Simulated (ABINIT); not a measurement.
# AlN (F-43m): one start, several treatments of the self-energy, part 2 of 2

How much does the gap of AlN (F-43m) depend on the approximation to the self-energy?

ABINIT 10.8.3; PBE and many-body steps on it, plane waves. Known limits of the many-body steps: not at the basis limit.

So far. Step 3 (Screening, 8×8×8 mesh, 179 bands, screening to 304.8 eV): Local fields lower ε∞ by 9 %. Step 4 (G0W0, Godby-Needs plasmon pole): The gap on the mesh goes from 3.32 eV to 4.60 eV, a correction of +1.28 eV.

**5. G0W0, Hybertsen-Louie plasmon pole**

Level of this step: G0W0 on PBE, plane waves, norm-conserving pseudopotentials (ABINIT).

The input, run.abi:

```
acell 3*1.0 Angstrom
rprim 
  -0.000000000000 2.183993559600 2.183993559600
  2.183993559600 -0.000000000000 2.183993559600
  2.183993559600 2.183993559600 -0.000000000000
ntypat 2
znucl 13 7
natom 2
typat 1 2
xred 
  0.000000000000 0.000000000000 0.000000000000
  0.750000000000 0.750000000000 0.750000000000
pp_dirpath "pseudos"
pseudos "Al.upf, N.upf"
ecut 36
ngkpt 8 8 8
nshiftk 1
shiftk 0 0 0
kptopt 1
chksymbreak 0
istwfk *1
occopt 1
irdwfk 1
optdriver 4
nband 179
gwcalctyp 0
ecutsigx 36
symsigma 1
nkptgw 2
kptgw 
  0.0000000000 0.0000000000 0.0000000000
  0.5000000000 0.5000000000 0.0000000000
bdgw 
  2 8
  3 6
ecuteps 11.2
irdscr 1
ppmodel 2
indata_prefix "in"
outdata_prefix "out"
tmpdata_prefix "tmp"
```

The run is started by

```
$ OMP_NUM_THREADS=1 mpirun -n 8 abinit run.abi > log
```

The log of the run:

```text
.Version 10.8.3 of ABINIT. v10.8.2 released Aug 2026.

 Symmetries : space group F-4 3 m (#216); Bravais cF (face-center cubic)
[... echo of the input left out ...]
== DATASET  1 ==================================================================
-   mpi_nproc: 8, omp_nthreads: 1 (-1 if OMP is not activated)

--- !DatasetInfo
iteration_state: {dtset: 1, }
dimensions: {natom: 2, nkpt: 29, mband: 179, nsppol: 1, nspinor: 1, nspden: 1, mpw: 1475, }
cutoff_energies: {ecut:  36.0, pawecutdg:  -1.0, }
electrons: {nelect:   8.00000000E+00, charge:   0.00000000E+00, occopt:   1.00000000E+00, tsmear:   1.00000000E-02, }

 SIGMA: Calculation of the GW corrections

 Based on a program developped by R.W. Godby, V. Olevano, G. Onida, and L. Reining.
 Incorporated in ABINIT by V. Olevano, G.-M. Rignanese, and M. Torrent.
.Using double precision arithmetic ; gwpc =  8

[... cell and pseudopotentials left out ...]
--------------------------------------------------------------------------------

 ==== K-mesh for the wavefunctions ====
 Number of points in the irreducible wedge :    29
[... list of points left out ...]
 Together with 24 symmetry operations and time-reversal symmetry
 yields   512 points in the full Brillouin Zone.

 ==== Q-mesh for screening function ====
 Number of points in the irreducible wedge :    29
[... list of points left out ...]
 Together with 24 symmetry operations and time-reversal symmetry
 yields   512 points in the full Brillouin Zone.

 vcoul_init : cutoff-mode = AUXILIARY_FUNCTION
 q-points for optical limit:   1
     1)      0.000010    0.000020    0.000030
 setmesh: FFT mesh size selected  =    32x   32x   32
          total number of points  =        32768

 Number of electrons calculated from density =    8.0000; Expected =    8.0000
[...]
number of omega for Sigma on real axis              0
 max omega for Sigma on real axis  [eV]           0.00
 zcut for avoiding poles [eV]                     0.10

 EPSILON^-1 parameters (SCR file):
 dimension of the eps^-1 matrix on file            259
 dimension of the eps^-1 matrix used               259
 number of plane-waves for wavefunctions          1459
 number of bands                                   179
 number of q-points in IBZ                          29
 number of frequencies                               2
 number of real frequencies                          1
 number of imag frequencies                          1

 matrix elements of self-energy operator (all in [eV])

 Perturbative Calculation

--- !SelfEnergy_ee
iteration_state: {dtset: 1, }
kpoint     : [   0.000,    0.000,    0.000, ]
spin       : 1
KS_gap     :    4.192
QP_gap     :    5.768
Delta_QP_KS:    1.576
data: !SigmaeeData |
     Band     E0 <VxcDFT>   SigX SigC(E0)      Z dSigC/dE  Sig(E)    E-E0       E
        2   5.159 -16.959 -20.982   2.144   0.823  -0.215 -18.505  -1.546   3.612
        3   5.159 -16.959 -20.982   2.144   0.823  -0.215 -18.505  -1.546   3.612
        4   5.159 -16.959 -20.982   2.144   0.823  -0.215 -18.505  -1.546   3.612
[...]
--- !SelfEnergy_ee
iteration_state: {dtset: 1, }
kpoint     : [   0.500,    0.500,    0.000, ]
spin       : 1
KS_gap     :    5.100
QP_gap     :    6.983
Delta_QP_KS:    1.883
data: !SigmaeeData |
     Band     E0 <VxcDFT>   SigX SigC(E0)      Z dSigC/dE  Sig(E)    E-E0       E
[...]
5   8.483  -9.207  -5.053  -4.076   0.859  -0.165  -9.139   0.068   8.551
        6  13.810  -9.462  -4.398  -4.673   0.860  -0.163  -9.126   0.336  14.146

== END DATASET(S) ==============================================================
================================================================================

 -outvars: echo values of variables after computation  --------
           etotal      0.0000000000E+00
            nband         179
             nkpt          29
          spgroup         216
 [... the other variables as echoed above ...]

 Calculation completed.
```

Run time: 65 s. Hardware: 8 MPI ranks of Intel Xeon Platinum 8488C (Sapphire Rapids), shared host; peak memory 2.9 GiB.

Numbers from this step:

| Quantity | Value |
| --- | --- |
| G0W0 gap on the points computed | 4.939 eV |
| starting gap on the mesh | 3.325 eV |
| k of the valence top | 0, 0, 0 |
| k of the conduction bottom | 0.5, 0.5, 0 |
| Z at the valence top | 0.823 |
| Z at the conduction bottom | 0.859 |
| least direct G0W0 gap on the computed points | 5.768 eV |

Against G0W0 in ABINIT (8×8×8 mesh, 179 bands, screening to 304.8 eV, Godby-Needs plasmon pole), the gap moves by +0.334 eV.

**6. G0W0, von der Linden-Horsch plasmon pole**

Changes to run.abi since step 5:

```diff
@@ -37,3 +37,3 @@
 irdscr 1
-ppmodel 2
+ppmodel 3
 indata_prefix "in"
```

The log of the run:

```text
.Version 10.8.3 of ABINIT. v10.8.2 released Aug 2026.

 Symmetries : space group F-4 3 m (#216); Bravais cF (face-center cubic)
[... echo of the input left out ...]
== DATASET  1 ==================================================================
-   mpi_nproc: 8, omp_nthreads: 1 (-1 if OMP is not activated)

--- !DatasetInfo
iteration_state: {dtset: 1, }
dimensions: {natom: 2, nkpt: 29, mband: 179, nsppol: 1, nspinor: 1, nspden: 1, mpw: 1475, }
cutoff_energies: {ecut:  36.0, pawecutdg:  -1.0, }
[...]
Band     E0 <VxcDFT>   SigX SigC(E0)      Z dSigC/dE  Sig(E)    E-E0       E
[...]
5   8.483  -9.207  -5.053  -4.331   0.878  -0.139  -9.362  -0.155   8.328
        6  13.810  -9.462  -4.398  -4.932   0.880  -0.136  -9.346   0.116  13.926

== END DATASET(S) ==============================================================
================================================================================

 -outvars: echo values of variables after computation  --------
           etotal      0.0000000000E+00
            nband         179
             nkpt          29
          spgroup         216
 [... the other variables as echoed above ...]

 Calculation completed.
```

Wall time 23 s (8 MPI ranks); peak memory 2.7 GiB.

This step gave:

```yaml
g0w0_gap_on_the_points_computed: 4.649 eV
starting_gap_on_the_mesh: 3.325 eV
k_of_the_valence_top: 0, 0, 0
k_of_the_conduction_bottom: 0.5, 0.5, 0
least_direct_g0w0_gap_on_the_computed_points: 5.737 eV
```

Against G0W0 in ABINIT (8×8×8 mesh, 179 bands, screening to 304.8 eV, Godby-Needs plasmon pole), the gap moves by +0.044 eV.

**7. G0W0, Engel-Farid plasmon pole**

Changes to run.abi since step 6:

```diff
@@ -37,3 +37,3 @@
 irdscr 1
-ppmodel 3
+ppmodel 4
 indata_prefix "in"
```

The log of the run:

```text
.Version 10.8.3 of ABINIT. v10.8.2 released Aug 2026.

 Symmetries : space group F-4 3 m (#216); Bravais cF (face-center cubic)
[... echo of the input left out ...]
== DATASET  1 ==================================================================
-   mpi_nproc: 8, omp_nthreads: 1 (-1 if OMP is not activated)

--- !DatasetInfo
iteration_state: {dtset: 1, }
dimensions: {natom: 2, nkpt: 29, mband: 179, nsppol: 1, nspinor: 1, nspden: 1, mpw: 1475, }
cutoff_energies: {ecut:  36.0, pawecutdg:  -1.0, }
[...]
Band     E0 <VxcDFT>   SigX SigC(E0)      Z dSigC/dE  Sig(E)    E-E0       E
[...]
5   8.483  -9.207  -5.053  -4.001   0.846  -0.182  -9.077   0.130   8.613
        6  13.810  -9.462  -4.398  -4.606   0.848  -0.180  -9.074   0.387  14.198

== END DATASET(S) ==============================================================
================================================================================

 -outvars: echo values of variables after computation  --------
           etotal      0.0000000000E+00
            nband         179
             nkpt          29
          spgroup         216
 [... the other variables as echoed above ...]

 Calculation completed.
```

The job ended after 24 s (8 MPI ranks; peak memory 2.7 GiB).

Numbers from this step:

- G0W0 gap on the points computed: 4.844 eV
- starting gap on the mesh: 3.325 eV
- k of the valence top: 0, 0, 0
- k of the conduction bottom: 0.5, 0.5, 0
- least direct G0W0 gap on the computed points: 5.764 eV

Against G0W0 in ABINIT (8×8×8 mesh, 179 bands, screening to 304.8 eV, Godby-Needs plasmon pole), the gap moves by +0.239 eV.

**8. The runs together**

Times are wall times on 8 MPI ranks of Intel Xeon Platinum 8488C (Sapphire Rapids), shared host, good to a factor of about two. A run's time includes the screening step that it read.

| run | mesh | bands | screening cutoff (eV) | DFT gap (eV) | gap on the mesh (eV) | direct (eV) | ε∞ used | time |
| --- | --- | --- | --- | --- | --- | --- | --- | --- |
| G0W0, Godby-Needs plasmon pole | 8×8×8 | 179 | 304.8 | 3.325 | 4.605 | 5.615 | 4.27 | 5.8 min |
| G0W0, Hybertsen-Louie plasmon pole | 8×8×8 | 179 | 304.8 | 3.325 | 4.939 | 5.768 | 4.27 | 5.8 min |
| G0W0, von der Linden-Horsch plasmon pole | 8×8×8 | 179 | 304.8 | 3.325 | 4.649 | 5.737 | 4.27 | 5.1 min |
| G0W0, Engel-Farid plasmon pole | 8×8×8 | 179 | 304.8 | 3.325 | 4.844 | 5.764 | 4.27 | 5.1 min |

**9. What came out**

```json
{
  "G0W0, Godby-Needs plasmon pole": "4.605 eV",
  "G0W0, Hybertsen-Louie plasmon pole": "4.939 eV",
  "G0W0, von der Linden-Horsch plasmon pole": "4.649 eV",
  "G0W0, Engel-Farid plasmon pole": "4.844 eV",
  "known limits": "not at the basis limit"
}
```

What this shows: G0W0, Hybertsen-Louie plasmon pole: +0.334 eV against G0W0, Godby-Needs plasmon pole. G0W0, von der Linden-Horsch plasmon pole: +0.044 eV against G0W0, Godby-Needs plasmon pole. G0W0, Engel-Farid plasmon pole: +0.239 eV against G0W0, Godby-Needs plasmon pole. Bands and cutoff are finite, so the gap is not at the basis limit. The miss can reach some tenths of an eV and take either sign; the mesh is an error of its own. In the first G0W0 run levels were corrected at 2 k points alone, so a gap called «on the mesh» is the least over those, and an edge elsewhere would be missed.

[Paths, hosts, dates, memory and timing lines, banners, echoed tables and standing remarks are left out of the program output.]

[Logs are printed without paths, hosts, clocks, repeated set-up lines and the standing remarks that a program may print on its own settings, such as how far it seeks lower states.]

[Runs of the session that timed out or met a known fault of the program may be left out.]

[No measured gap is set beside runs whose start may be inverted or whose files or cutoffs have a known fault.]

[Hosts, paths, dates, database ids (printed as entryN), source tags and the programs' standing remarks are cut or masked in the printed files.]

[G0W0 gaps are taken among the corrected bands and points alone; a level outside them can change the order at an edge.]

[Where Ansatz stands beside ABINIT at settings called matched, ABINIT's density can come from a denser mesh and the files from another edition; pairs whose starting gaps differed by over 0.03 eV were left out, so agreement reads better than it is.]
